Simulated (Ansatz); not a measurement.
# Σ5 (310) boundary in bcc Mo, starting shift (0.5, 0.5): structure and resistance

Wanted: what the Σ5 (310) boundary in bcc Mo, starting shift (0.5, 0.5) costs an interconnect.

Calculated with Ansatz 0.2.0; Ansatz plane-wave DFT, PBE, PAW files; relaxation of a bicrystal slab with its lowest layers held; PAW set soft_1, in the first sound run; inputs show where later runs differ.

### 1. The starting structure

The cell holds 19 atoms: 19 Mo. Its edges and angles: a = 5.219 Å, b = 3.147 Å, c = 29.908 Å, α = 90.0°, β = 90.0°, γ = 72.5°. It derives from Mo. built on the (3 1 0) plane; 2 overlapping atoms removed and the grains opened by 0 Å. Vacuum lies along c.

### 2. Relaxing the bicrystal

The boundary is built by mirroring the lower grain in the boundary plane and removing any atoms that overlap. A thin bicrystal slab is relaxed first, with the lowest layers held and the upper grain free to shift and open.

File input.yaml:

```yaml
crystal:
  lattice:
    - [5.2187091076, 0.0, 0.0]
    - [0.9488562014, 3.0005467684, 0.0]
    - [0.0, 0.0, 29.9082068143]
  atoms:
    - { symbol: Mo, position: [0.7999999999, 0.6000000001, 0.167178194] }
    - { symbol: Mo, position: [0.1999999999, 0.9, 0.2004522978] }
    - { symbol: Mo, position: [0.5999999999, 0.2, 0.2337264017] }
    - { symbol: Mo, position: [1.0, 0.5, 0.2670005055] }
    - { symbol: Mo, position: [0.4, 0.8, 0.3002746094] }
    - { symbol: Mo, position: [0.8, 0.1, 0.3335487132] }
    - { symbol: Mo, position: [0.2, 0.4, 0.3668228171] }
    - { symbol: Mo, position: [0.6, 0.7, 0.400096921] }
    - { symbol: Mo, position: [0.0, 0.0, 0.4333710248] }
    - { symbol: Mo, position: [0.7, 0.9, 0.4999192325] }
    - { symbol: Mo, position: [0.3, 0.6, 0.5331933364] }
    - { symbol: Mo, position: [0.9, 0.3, 0.5664674402] }
    - { symbol: Mo, position: [0.5, 0.0, 0.5997415441] }
    - { symbol: Mo, position: [0.0999999999, 0.7, 0.633015648] }
    - { symbol: Mo, position: [0.6999999999, 0.4, 0.6662897518] }
    - { symbol: Mo, position: [0.2999999999, 0.1000000001, 0.6995638557] }
    - { symbol: Mo, position: [0.8999999999, 0.8000000001, 0.7328379595] }
    - { symbol: Mo, position: [0.4999999999, 0.5000000001, 0.7661120634] }
    - { symbol: Mo, position: [0.0999999999, 0.2000000001, 0.7993861672] }
kpoints:
  mp_grid: { grid: [8, 8, 1] }
hamiltonian:
  xc: pbe
  pseudopotentials: { kind: paw, azcp: { folder: soft_1 } }
scf:
  occupations: { method: fermi_dirac, width: 0.1 }
relax:
  f_tol: 0.03
  max_steps: 80
  constraints: [{ sites: [0, 1, 2, 3] }]
```

Command:

```sh
> ansatz run input.yaml --threads 4 --pin off --max-ram 15360MiB --backend cpu --events-out ev --progress --plain --runs-dir out
```

Numbers of over 12 decimals in the logs are rounded to 6 here.

What it wrote:

```text
Engine: ansatz 0.2.0, aarch64-unknown-linux-gnu
Pseudopotentials: kind: paw
Pseudopotential: Mo, paw, valence charge 14, recommended cutoff 420 eV (normal), soft_1/Mo.paw.azcp
Functional definition: PBE
  parameter kappa = 0.804
  parameter beta = 0.066725
  exchange = pbe_x(kappa = kappa, mu = beta*pi^2/3)
  correlation = pbe_c(beta = beta)
Crystal: 19 atoms, lattice volume = 468.332 Å³
Basis set: ecut = 420 eV, 9191 PW (Γ), exchange–correlation on 72×48×400 points (8 copies of the dense FFT grid, shifted against one another)
Bands: 160, of which v1, the nominal top of the filled ones, is band 133 counted from 1 (132 counted from 0)
Symmetry: 1 space group operations
Space group: P1 (ITA 1), of the structure as read, at distance tolerance 7.8e-5 Å
k-points: 34 of 64 (time reversal used)
Non-local potential: Mo, projectors of the file, l = 0: 3, l = 1: 2, l = 2: 2, l = 3: 1
PAW form: soft (Blöchl's): semilocal exchange-correlation on the pseudo side does not see the compensation charge
PAW one-centre angular grid: Mo, 590 points (default); XC on 64 Gauss nodes
Initial density: superposition of atomic densities (neutral atoms: chi_scale 0, normalization atom)
Initial wavefunctions: pseudopotential atomic-orbital guess
Functional: x = pbe(κ = 0.804, μ = 0.219515), c = pbe(β = 0.066725)
SCF iter   1: F=—  HF=-94170.995588 eV  |F-HF|=—  |Δ(HF+E_count)|=         —  Δρ=8.75e-2  dr2=1.88e2  ethr=3.10e-3  ⟨swp⟩=8.2  Hψ=24427  notcnv=0
preconditioner: auto → LDOS  [metal: Δε(μ)=0.007 eV  Ē_g=4.322 eV  σ=0.100 eV  W_gap=0.02  n_scr=116 (ndim 8)  ℏωp=18.3 eV  f_vac=0.278  D(μ)=15.43/eV (n_scr^D=104)  β→1.0]
SCF iter   2: F=—  HF=-94164.449839 eV  |F-HF|=—  |Δ(HF+E_count)|=    6.55e0  Δρ=7.36e-2  dr2=2.49e2  ethr=3.10e-3  ⟨swp⟩=4.4  Hψ=15010  notcnv=0  defer=2
SCF iter   3: F=—  HF=-94155.699297 eV  |F-HF|=—  |Δ(HF+E_count)|=    8.75e0  Δρ=1.33e-2  dr2=3.86e0  ethr=3.10e-3  ⟨swp⟩=4.2  Hψ=13133  notcnv=0  defer=1
SCF iter   4: F=—  HF=-94155.519401 eV  |F-HF|=—  |Δ(HF+E_count)|=   1.80e-1  Δρ=4.54e-3  dr2=1.36e-1  ethr=1.45e-3  ⟨swp⟩=2.6  Hψ=7999  notcnv=0
SCF iter   5: F=—  HF=-94155.489986 eV  |F-HF|=—  |Δ(HF+E_count)|=   2.94e-2  Δρ=1.54e-3  dr2=6.23e-2  ethr=5.13e-5  ⟨swp⟩=3.5  Hψ=12471  notcnv=0
SCF iter   6: F=—  HF=-94155.488929 eV  |F-HF|=—  |Δ(HF+E_count)|=   1.06e-3  Δρ=6.71e-4  dr2=1.31e-2  ethr=2.34e-5  ⟨swp⟩=2.5  Hψ=7623  notcnv=0
SCF iter   7: F=—  HF=-94155.488774 eV  |F-HF|=—  |Δ(HF+E_count)|=   1.54e-4  Δρ=1.61e-4  dr2=4.25e-4  ethr=4.92e-6  ⟨swp⟩=1.5  Hψ=5829  notcnv=0
SCF iter   8: F=—  HF=-94155.488823 eV  |F-HF|=—  |Δ(HF+E_count)|=   4.82e-5  Δρ=8.06e-5  dr2=2.09e-4  ethr=1.60e-7  ⟨swp⟩=3.2  Hψ=11246  notcnv=0
SCF iter   9: F=-94155.488823 eV  HF=-94155.488827 eV  |F-HF|=3.50e-6  |Δ(HF+E_count)|=   4.01e-6  Δρ=2.60e-5  dr2=9.50e-6  ethr=8.46e-9  ⟨swp⟩=3.7  Hψ=20901  notcnv=0
SCF 1 converged in 9 iterations: F = -94155.488823 eV  dr2 = 9.50e-6
  greatest PAW one-centre occupation: 0.999 electrons in one spin orbital (limit 2), on the Mo atom at site 16 (counted from 0), in its partial waves of l = 0
relax step   1: F+E_penalty+E_count = -94155.48882302 eV  Δ(F+E_penalty+E_count) = +0.000e0 eV  max|allowed force component| = 1.818e0 eV/Å  Δτ_max = 0.0000 Å  (9 SCF iters, dr2 threshold 2.25e-5 eV, accepted)
Initial density: handed on by an earlier stage of this run
Initial wavefunctions: those handed on with the density
iter 1 solved again at ethr=8.94e-4 eV; its pass at ethr=3.10e-3 eV (dr2=2.38e0 eV) is discarded
SCF iter   1: F=—  HF=-94156.171332 eV  |F-HF|=—  |Δ(HF+E_count)|=         —  Δρ=1.31e-2  dr2=2.64e0  ethr=8.94e-4  ⟨swp⟩=1.5  Hψ=17667  notcnv=0
eigensolver tolerance schedule calibrated: the retry pair's looser diagonalisation under-reported the residual by θ = 0.10 (0.18/decade); ethr = c·dr2/N_el runs at the constant in force after the calibration composes with the one it found (an armed cap, an earlier calibration), c = 3.0e-2
preconditioner: auto → LDOS  [metal: Δε(μ)=0.005 eV  Ē_g=3.791 eV  σ=0.100 eV  W_gap=0.01  n_scr=116 (ndim 8)  ℏωp=18.3 eV  f_vac=0.285  D(μ)=16.87/eV (n_scr^D=124)  β→1.0]
SCF iter   2: F=—  HF=-94156.087509 eV  |F-HF|=—  |Δ(HF+E_count)|=   8.38e-2  Δρ=5.28e-3  dr2=4.21e-1  ethr=3.02e-4  ⟨swp⟩=4.8  Hψ=10538  notcnv=0
SCF iter   3: F=—  HF=-94156.052768 eV  |F-HF|=—  |Δ(HF+E_count)|=   3.47e-2  Δρ=2.20e-3  dr2=5.95e-2  ethr=4.82e-5  ⟨swp⟩=3.1  Hψ=12321  notcnv=0
SCF iter   4: F=—  HF=-94156.044065 eV  |F-HF|=—  |Δ(HF+E_count)|=   8.70e-3  Δρ=4.28e-4  dr2=2.00e-3  ethr=6.81e-6  ⟨swp⟩=3.0  Hψ=10561  notcnv=0
SCF iter   5: F=—  HF=-94156.043896 eV  |F-HF|=—  |Δ(HF+E_count)|=   1.69e-4  Δρ=1.21e-4  dr2=1.90e-4  ethr=2.29e-7  ⟨swp⟩=2.9  Hψ=10899  notcnv=0
SCF iter   6: F=-94156.043934 eV  HF=-94156.043939 eV  |F-HF|=4.79e-6  |Δ(HF+E_count)|=   4.28e-5  Δρ=5.47e-5  dr2=3.03e-5  ethr=1.14e-8  ⟨swp⟩=2.9  Hψ=21597  notcnv=0
SCF 2 converged in 6 iterations: F = -94156.043934 eV  dr2 = 3.03e-5
  greatest PAW one-centre occupation: 0.999 electrons in one spin orbital (limit 2), on the Mo atom at site 2 (counted from 0), in its partial waves of l = 0
relax step   2: F+E_penalty+E_count = -94156.04393417 eV  Δ(F+E_penalty+E_count) = -5.551e-1 eV  max|allowed force component| = 7.927e-1 eV/Å  Δτ_max = 0.1947 Å  (6 SCF iters, dr2 threshold 1.00e-4 eV, accepted)
SCF iter   1: F=—  HF=-94156.894102 eV  |F-HF|=—  |Δ(HF+E_count)|=         —  Δρ=2.12e-2  dr2=1.27e1  ethr=3.10e-3  ⟨swp⟩=5.3  Hψ=13709  notcnv=0
preconditioner: auto → LDOS  [metal: Δε(μ)=0.009 eV  Ē_g=3.817 eV  σ=0.100 eV  W_gap=0.02  n_scr=116 (ndim 8)  ℏωp=18.3 eV  f_vac=0.290  D(μ)=16.75/eV (n_scr^D=124)  β→1.0]
SCF iter   2: F=—  HF=-94156.633305 eV  |F-HF|=—  |Δ(HF+E_count)|=   2.61e-1  Δρ=6.82e-3  dr2=5.37e-1  ethr=3.10e-3  ⟨swp⟩=2.0  Hψ=6833  notcnv=0
SCF iter   3: F=—  HF=-94156.590223 eV  |F-HF|=—  |Δ(HF+E_count)|=   4.31e-2  Δρ=4.67e-3  dr2=2.15e-1  ethr=2.02e-4  ⟨swp⟩=3.7  Hψ=10532  notcnv=0  defer=1
SCF iter   4: F=—  HF=-94156.554231 eV  |F-HF|=—  |Δ(HF+E_count)|=   3.60e-2  Δρ=1.48e-3  dr2=1.95e-2  ethr=8.09e-5  ⟨swp⟩=2.0  Hψ=8082  notcnv=0
SCF iter   5: F=—  HF=-94156.549663 eV  |F-HF|=—  |Δ(HF+E_count)|=   4.57e-3  Δρ=3.81e-4  dr2=1.74e-3  ethr=7.35e-6  ⟨swp⟩=2.0  Hψ=9347  notcnv=0
SCF iter   6: F=—  HF=-94156.549462 eV  |F-HF|=—  |Δ(HF+E_count)|=   2.01e-4  Δρ=8.98e-5  dr2=8.63e-5  ethr=6.54e-7  ⟨swp⟩=2.0  Hψ=7817  notcnv=0
SCF iter   7: F=-94156.549453 eV  HF=-94156.549457 eV  |F-HF|=4.30e-6  |Δ(HF+E_count)|=   4.96e-6  Δρ=2.31e-5  dr2=7.71e-6  ethr=1.48e-8  ⟨swp⟩=5.0  Hψ=19815  notcnv=0
SCF 3 converged in 7 iterations: F = -94156.549453 eV  dr2 = 7.71e-6
relax step   3: F+E_penalty+E_count = -94156.54945267 eV  Δ(F+E_penalty+E_count) = -5.055e-1 eV  max|allowed force component| = 6.774e-1 eV/Å  Δτ_max = 0.1975 Å  (7 SCF iters, dr2 threshold 3.93e-5 eV, accepted)
[...]
relax step   4: F+E_penalty+E_count = -94156.96170436 eV  Δ(F+E_penalty+E_count) = -4.123e-1 eV  max|allowed force component| = 4.987e-1 eV/Å  Δτ_max = 0.2000 Å  (6 SCF iters, dr2 threshold 8.73e-5 eV, accepted)
[...]
relax step   5: F+E_penalty+E_count = -94157.20219493 eV  Δ(F+E_penalty+E_count) = -2.405e-1 eV  max|allowed force component| = 1.793e-1 eV/Å  Δτ_max = 0.2000 Å  (6 SCF iters, dr2 threshold 1.00e-4 eV, accepted)
[...]
relax step   6: F+E_penalty+E_count = -94157.27289640 eV  Δ(F+E_penalty+E_count) = -7.070e-2 eV  max|allowed force component| = 8.717e-2 eV/Å  Δτ_max = 0.2000 Å  (8 SCF iters, dr2 threshold 4.16e-6 eV, accepted)
[...]
relax step   7: F+E_penalty+E_count = -94157.28046977 eV  Δ(F+E_penalty+E_count) = -7.573e-3 eV  max|allowed force component| = 5.432e-2 eV/Å  Δτ_max = 0.0781 Å  (7 SCF iters, dr2 threshold 9.83e-7 eV, accepted)
[...]
relax step   8: F+E_penalty+E_count = -94157.28195417 eV  Δ(F+E_penalty+E_count) = -1.484e-3 eV  max|allowed force component| = 1.040e-1 eV/Å  Δτ_max = 0.0802 Å  (9 SCF iters, accepted)
[...]
relax step   9: F+E_penalty+E_count = -94157.28495349 eV  Δ(F+E_penalty+E_count) = -2.999e-3 eV  max|allowed force component| = 3.594e-2 eV/Å  Δτ_max = 0.0219 Å  (5 SCF iters, dr2 threshold 4.21e-6 eV, accepted)
SCF iter   1: F=—  HF=-94157.288055 eV  |F-HF|=—  |Δ(HF+E_count)|=         —  Δρ=1.87e-3  dr2=4.87e-2  ethr=1.51e-4  ⟨swp⟩=3.1  Hψ=9795  notcnv=0
preconditioner: auto → LDOS  [metal: Δε(μ)=0.014 eV  Ē_g=3.905 eV  σ=0.100 eV  W_gap=0.04  n_scr=116 (ndim 8)  ℏωp=18.3 eV  f_vac=0.306  D(μ)=16.29/eV (n_scr^D=116)  β→1.0]
SCF iter   2: F=—  HF=-94157.286477 eV  |F-HF|=—  |Δ(HF+E_count)|=   1.58e-3  Δρ=6.27e-4  dr2=3.72e-3  ethr=1.83e-5  ⟨swp⟩=1.0  Hψ=6256  notcnv=0
SCF iter   3: F=—  HF=-94157.285987 eV  |F-HF|=—  |Δ(HF+E_count)|=   4.89e-4  Δρ=3.30e-4  dr2=7.39e-4  ethr=1.40e-6  ⟨swp⟩=2.1  Hψ=9477  notcnv=0
SCF iter   4: F=—  HF=-94157.285810 eV  |F-HF|=—  |Δ(HF+E_count)|=   1.78e-4  Δρ=8.36e-5  dr2=3.33e-5  ethr=2.78e-7  ⟨swp⟩=2.9  Hψ=10274  notcnv=0
SCF iter   5: F=—  HF=-94157.285576 eV  |F-HF|=—  |Δ(HF+E_count)|=   2.33e-4  Δρ=1.63e-5  dr2=1.81e-6  ethr=1.25e-8  ⟨swp⟩=2.7  Hψ=10477  notcnv=0
SCF iter   6: F=—  HF=-94157.285576 eV  |F-HF|=—  |Δ(HF+E_count)|=   1.70e-7  Δρ=6.15e-6  dr2=3.13e-7  ethr=6.79e-10  ⟨swp⟩=3.0  Hψ=11481  notcnv=0
SCF iter   7: F=-94157.285576 eV  HF=-94157.285576 eV  |F-HF|=6.69e-10  |Δ(HF+E_count)|=   5.17e-8  Δρ=2.23e-6  dr2=5.08e-8  ethr=3.76e-11  ⟨swp⟩=5.0  Hψ=19306  notcnv=0
SCF 10 converged in 7 iterations: F = -94157.285576 eV  dr2 = 5.08e-8
relax step  10: F+E_penalty+E_count = -94157.28557626 eV  Δ(F+E_penalty+E_count) = -6.228e-4 eV  max|allowed force component| = 2.721e-2 eV/Å  Δτ_max = 0.0196 Å  (7 SCF iters, accepted)
SCF converged after 7 iterations
Free energy (F): -94157.285576 eV
Harris-Foulkes:  -94157.285576 eV  (|F-HF|=6.69e-10)
Internal energy: -94156.749653 eV  (E = F + TS)
E sigma→0 (E₀):  -94157.017615 eV
Entropy (-TS):   -0.535923 eV (-28.206 meV/atom)
Fermi energy:    11.970639 eV
--- Per-component energies (eV) ---
  E_band       = -3430.631368
  E_kinetic    = 8007.440950
  E_local      = -266907.637670  (includes V_loc(G=0)·N_el)
  E_nonlocal   = 2824.618211
  E_hartree    = 129922.262989
  E_xc         = -3338.354303
  E_vxc        = -4160.862446  (∫ρ·V_xc dr)
  E_paw        = -61026.704507  (= ΣΔE_a)
  E_vpaw       = -3038.683139  (= ΣTr[D̂ρ^β])
  E_aug_tail   = 0.000930  (compensation charges beyond the density's cutoff)
  E_ewald      = 96361.623748
  E_smearing   = -0.535923  (= −TS)
  E_closure    = -0.000000  (closes the sum)
  Σ components = -94157.285576   (vs F -94157.285576, Δ=0.00e0)
--- Forces (eV/Å), atoms counted from 1 ---
  atom   1  Mo     0.30673597    -0.11265819     1.73646498
  atom   2  Mo    -0.48277111     0.14173354    -0.39329027
  atom   3  Mo     0.13387599    -0.02266755    -0.91242322
  atom   4  Mo     0.04826337    -0.00377536    -0.44766110
  atom   5  Mo     0.00675884     0.00149145     0.01555082
  atom   6  Mo    -0.00917701    -0.00518807    -0.00889552
  atom   7  Mo     0.00997417    -0.00049674    -0.00474606
  atom   8  Mo     0.00026672     0.00217911     0.02721246
  atom   9  Mo    -0.00639205     0.00445831    -0.00851993
  atom  10  Mo     0.00189054    -0.01173689    -0.01537613
  atom  11  Mo     0.00329064    -0.00991162    -0.00509409
  atom  12  Mo    -0.00559892     0.01728257     0.00256681
  atom  13  Mo     0.00036971     0.00076661     0.01948748
  atom  14  Mo     0.00314082     0.00566696    -0.01332485
  atom  15  Mo    -0.00709304    -0.00615869     0.00572514
  atom  16  Mo    -0.00203175    -0.00082041    -0.00513664
  atom  17  Mo     0.00091113    -0.00074702     0.00091168
  atom  18  Mo     0.00080137    -0.00168030     0.00606115
  atom  19  Mo    -0.00343581     0.00221602     0.00060641
  max |Σ_I F_I| component: 2.20e-4 eV/Å
--- Relaxed structure (10 steps of the walk, 10 accepted, 0 SCFs on fresh bases) ---
  F+E_penalty+E_count = -94157.28557626 eV   max|allowed force component| = 2.721e-2 eV/Å
  atoms:
    - { symbol: Mo, position: [0.800000, 0.6000000001, 0.167178] }
    - { symbol: Mo, position: [0.1999999999, 0.9, 0.200452] }
    - { symbol: Mo, position: [0.600000, 0.200000, 0.233726] }
    - { symbol: Mo, position: [1.000000, 0.5, 0.267001] }
    - { symbol: Mo, position: [0.401396, 0.798677, 0.300264] }
    - { symbol: Mo, position: [0.802042, 0.097506, 0.334394] }
    - { symbol: Mo, position: [0.196747, 0.405341, 0.367130] }
    - { symbol: Mo, position: [0.599403, 0.670394, 0.399076] }
    - { symbol: Mo, position: [0.016401, 0.100258, 0.439358] }
    - { symbol: Mo, position: [0.603838, 0.934886, 0.479701] }
    - { symbol: Mo, position: [0.202041, 0.606196, 0.510615] }
    - { symbol: Mo, position: [0.807155, 0.307415, 0.544304] }
    - { symbol: Mo, position: [0.404211, 0.00758937, 0.578217] }
    - { symbol: Mo, position: [0.00712506, 0.704825, 0.611082] }
    - { symbol: Mo, position: [0.610506, 0.404068, 0.644957] }
    - { symbol: Mo, position: [0.209306, 0.107856, 0.677877] }
    - { symbol: Mo, position: [0.806220, 0.806338, 0.712689] }
    - { symbol: Mo, position: [0.398807, 0.509624, 0.745585] }
    - { symbol: Mo, position: [0.025490, 0.195556, 0.771840] }
```

Wall time 12 min (4 threads of Arm Neoverse V2, shared host); peak memory 2.7 GiB.

Relaxation path:

```
step  energy less that of the first step (eV)  largest force component (eV/Å)
   1                                   0.0000                          1.8177
   2                                  -0.5551                          0.7927
   3                                  -1.0606                          0.6774
   4                                  -1.4729                          0.4987
   5                                  -1.7134                          0.1793
   6                                  -1.7841                          0.0872
   7                                  -1.7916                          0.0543
   8                                  -1.7931                          0.1041
   9                                  -1.7961                          0.0359
  10                                  -1.7968                          0.0272
```

The atoms that moved most (Å):

```csv
atom,dx,dy,dz,length
Mo19,-0.393,-0.013,-0.824,0.913
Mo11,-0.505,0.019,-0.675,0.844
Mo12,-0.477,0.022,-0.663,0.817
Mo14,-0.480,0.014,-0.656,0.813
Mo13,-0.493,0.023,-0.644,0.811
Mo18,-0.519,0.029,-0.614,0.804
Mo16,-0.466,0.024,-0.649,0.799
Mo15,-0.463,0.012,-0.638,0.789
```

Final coordinates:

```cif
data_structure
_symmetry_space_group_name_H-M 'P 1'
_symmetry_Int_Tables_number 1
_cell_length_a 5.2187
_cell_length_b 3.1470
_cell_length_c 29.9082
_cell_angle_alpha 90.000
_cell_angle_beta 90.000
_cell_angle_gamma 72.452
_cell_volume 468.33
loop_
_atom_site_label
_atom_site_type_symbol
_atom_site_fract_x
_atom_site_fract_y
_atom_site_fract_z
_atom_site_occupancy
Mo1 Mo 0.80000 0.60000 0.16718 1
Mo2 Mo 0.20000 0.90000 0.20045 1
Mo3 Mo 0.60000 0.20000 0.23373 1
Mo4 Mo 0.00000 0.50000 0.26700 1
Mo5 Mo 0.40140 0.79868 0.30026 1
Mo6 Mo 0.80204 0.09751 0.33439 1
Mo7 Mo 0.19675 0.40534 0.36713 1
Mo8 Mo 0.59940 0.67039 0.39908 1
Mo9 Mo 0.01640 0.10026 0.43936 1
Mo10 Mo 0.60384 0.93489 0.47970 1
Mo11 Mo 0.20204 0.60620 0.51062 1
Mo12 Mo 0.80715 0.30741 0.54430 1
Mo13 Mo 0.40421 0.00759 0.57822 1
Mo14 Mo 0.00713 0.70483 0.61108 1
Mo15 Mo 0.61051 0.40407 0.64496 1
Mo16 Mo 0.20931 0.10786 0.67788 1
Mo17 Mo 0.80622 0.80634 0.71269 1
Mo18 Mo 0.39881 0.50962 0.74559 1
Mo19 Mo 0.02549 0.19556 0.77184 1
```

Numbers from this step:

| Item | Value |
| --- | --- |
| free energy | -94157.2856 eV |
| energy at zero smearing | -94157.0176 eV |
| Fermi energy | 11.97 eV |

The largest force component on a free atom ends at 0.027 eV/Å, under the tolerance of 0.03, after 10 steps.

(Continued in part 2 of 3.)

[Logs are printed without paths, hosts, clocks, repeated set-up lines and the standing remarks that a program may print on its own settings, such as how far it seeks lower states.]

[Hosts, paths, dates, database ids (printed as entryN), source tags and the programs' standing remarks are cut or masked in the printed files.]
